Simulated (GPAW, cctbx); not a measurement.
## By hand: from a DFT structure factor to an extinction distance in Zn3W

Zn3W, I4/mmm (no. 139), a = 3.7305 Å, b = 3.7305 Å, c = 8.4957 Å, α = 90.00°, β = 90.00°, γ = 90.00°.

```csv
atom,mult.,x,y,z
W1,2,0,0,0
Zn1,2,1/2,1/2,0
Zn2,4,1/2,0,1/4
```

The start was made by putting kin elements into a known structure type; the compound need not exist, or be stable, in this form.

A DFT run (GPAW, PBE, 450 eV, 7×7×7 k-points, Fermi–Dirac width 0.1 eV) gives the static X-ray structure factor of 002 as 82.794 e for the conventional cell; superposed free atoms give 82.382 e. **Problem.** Find the Fourier component V of the crystal potential and the two-beam extinction distance at 120 kV in both cases.

## Step 1: Geometry

The cell volume is Ω = 118.23 Å³ and d(002) = 4.2478 Å, so g = 1/d = 0.2354 Å⁻¹.

## Step 2: The nuclei

Electrons feel nuclei as well as electrons, so the nuclear charges are summed with the same phases.

Phase sums Σ exp(2πi h·x), turned so that the total is real and positive: W +2.000, Zn -2.000. Then F_Z = 74 × (+2.000) + 30 × (-2.000) = 88.00 e. The electron term has the same sign for this reflection.

## Step 3: Mott–Bethe

Poisson's equation, term by term, gives V = (e/4πε₀)(F_Z − F)/(πΩg²), with e/4πε₀ = 14.3996 V Å.

The prefactor is 14.3996 × 4.2478²/(π × 118.23) = 0.69949 V per electron. Free atoms: (88.00 − 82.382) × 0.69949 = 3.930 V. Crystal: (88.00 − 82.794) × 0.69949 = 3.642 V. F changes by +0.50 % and V by -7.3 %: the same 0.41 e is measured against F_Z − F = 5.6 e in place of F = 82.4 e.

## Step 4: Extinction distance

In the two-beam case ξ = 1/(λU) with U = 2γm₀eV/h², that is ξ = 150.41 V Å²/(γλV).

At 120 kV, λ = 0.03349 Å and γ = 1.2348. Free atoms: ξ = 925 Å. Crystal: ξ = 999 Å. The thickness fringes go as sin²(πt/ξ), so the two patterns slip by a quarter of a period when t|1/ξ₁ − 1/ξ₀| = 1/4, at t ≈ 315 nm. Thermal motion, absorption and many-beam coupling, left out here, change a real pattern.

## Step 5: Answer

V(002) is 3.64 V against 3.93 V, and ξ is 999 against 925 Å. Limits: static atoms, two beams.

[Outputs are excerpts: Python notices, other lines and further rows are left out; steps that failed or that the build refused (PBEsol, TPSS) are not shown.]

[Logs are printed without paths, hosts, clocks, repeated set-up lines and the standing remarks that a program may print on its own settings, such as how far it seeks lower states.]
